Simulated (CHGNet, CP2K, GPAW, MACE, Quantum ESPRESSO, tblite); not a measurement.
**A faulty CP2K run on twisted graphene monolayer on bilayer, 21.79° (42 atoms)**

Program: CP2K 2026.2, a calculation on a cell of 42 C, with vacuum.

Input file input.inp:

```
&GLOBAL
  PROJECT cell
  RUN_TYPE ENERGY_FORCE
  PRINT_LEVEL LOW
&END GLOBAL
&FORCE_EVAL
  METHOD QS
  &DFT
    BASIS_SET_FILE_NAME BASIS_MOLOPT_UZH
    POTENTIAL_FILE_NAME POTENTIAL_UZH
    &MGRID
      CUTOFF 450
      REL_CUTOFF 50
    &END MGRID
    &QS
      EPS_DEFAULT 1.0E-12
    &END QS
    &SCF
      SCF_GUESS ATOMIC
      EPS_SCF 1.0E-06
      MAX_SCF 50
      &DIAGONALIZATION
        ALGORITHM STANDARD
      &END DIAGONALIZATION
      &SMEAR ON
        METHOD FERMI_DIRAC
        ELECTRONIC_TEMPERATURE [K] 580
      &END SMEAR
      &MIXING
        METHOD BROYDEN_MIXING
        ALPHA 0.15
        NBROYDEN 8
      &END MIXING
      &PRINT
        &RESTART OFF
        &END RESTART
      &END PRINT
    &END SCF
    &XC
      &XC_FUNCTIONAL PBE
      &END XC_FUNCTIONAL
    &END XC
    &PRINT
      &MULLIKEN ON
      &END MULLIKEN
      &HIRSHFELD ON
        SHAPE_FUNCTION DENSITY
      &END HIRSHFELD
      &MO ON
        EIGENVALUES T
        OCCUPATION_NUMBERS T
        MO_INDEX_RANGE 73 84
        &EACH
          QS_SCF 0
        &END EACH
        ADD_LAST NUMERIC
      &END MO
    &END PRINT
  &END DFT
  &SUBSYS
    &CELL
      A 6.50850 0.00000 0.00000
      B -3.25425 5.63653 0.00000
      C 0.00000 0.00000 20.69000
    &END CELL
    &COORD
      C 0.46751 1.35130 6.87756
      C 1.38996 0.27044 6.95970
      C -0.01058 3.81035 6.95639
      C 0.91090 2.72791 6.91832
      C 2.82222 0.53660 6.94977
      C 0.44730 5.04802 6.91791
      C 2.31117 2.97958 6.96963
      C 3.25705 1.87708 6.94191
      C 1.85827 5.38035 6.93053
      C 2.77711 4.30721 6.96260
[... 28 atom lines left out ...]
      C 3.70630 4.32147 13.69926
      C 4.14653 2.93105 13.74644
      C -0.91584 2.69420 13.71913
      C -0.47200 1.38050 13.68499
    &END COORD
    &KIND C
      BASIS_SET DZVP-MOLOPT-PBE-GTH-q4
      POTENTIAL GTH-PBE-q4
    &END KIND
  &END SUBSYS
  &PRINT
    &FORCES ON
    &END FORCES
  &END PRINT
&END FORCE_EVAL
```

Started as:

```console
$ OMP_NUM_THREADS=2 cp2k.psmp -i input.inp > output.txt
```

The log of the run:

```text
CP2K| version string:                                       CP2K version 2026.2
 CP2K| Input file name                                                 input.inp
 GLOBAL| Basis set file name                                    BASIS_MOLOPT_UZH
 GLOBAL| Potential file name                                       POTENTIAL_UZH
 GLOBAL| Run type                                                   ENERGY_FORCE
 GLOBAL| Total number of message passing processes                             1
 GLOBAL| Number of threads for this process                                    2
 *   ___                                                                       *
 *  /   \                                                                      *
 * [ABORT]                                                                     *
 *  \___/             Extra MOs (ADDED_MOS) are required for smearing          *
 *    |                                                                        *
 *  O/|                                                                        *
 * /| |                                                                        *
```

It took 0.93 s on 2 threads of Intel Xeon Platinum 8488C (Sapphire Rapids), shared host; peak memory 0.19 GiB.

Banners, paths, timers and routine set-up lines are dropped from the logs unmarked, and long logs keep their key lines alone; longer cuts are marked.

**Question.** Which part of the input is at fault, and how is it mended?

Smearing without added orbitals: added orbitals 0. Mend: give ADDED_MOS, enough empty orbitals to hold the smearing.

The program stopped at the start.

[Also dropped from logs without a mark: logging warnings of Python, and SIESTA's first energy breakdown and zero terms.]

[Logs are printed without paths, hosts, clocks, repeated set-up lines and the standing remarks that a program may print on its own settings, such as how far it seeks lower states.]

[Hosts, paths, dates, database ids (printed as entryN), source tags and the programs' standing remarks are cut or masked in the printed files.]
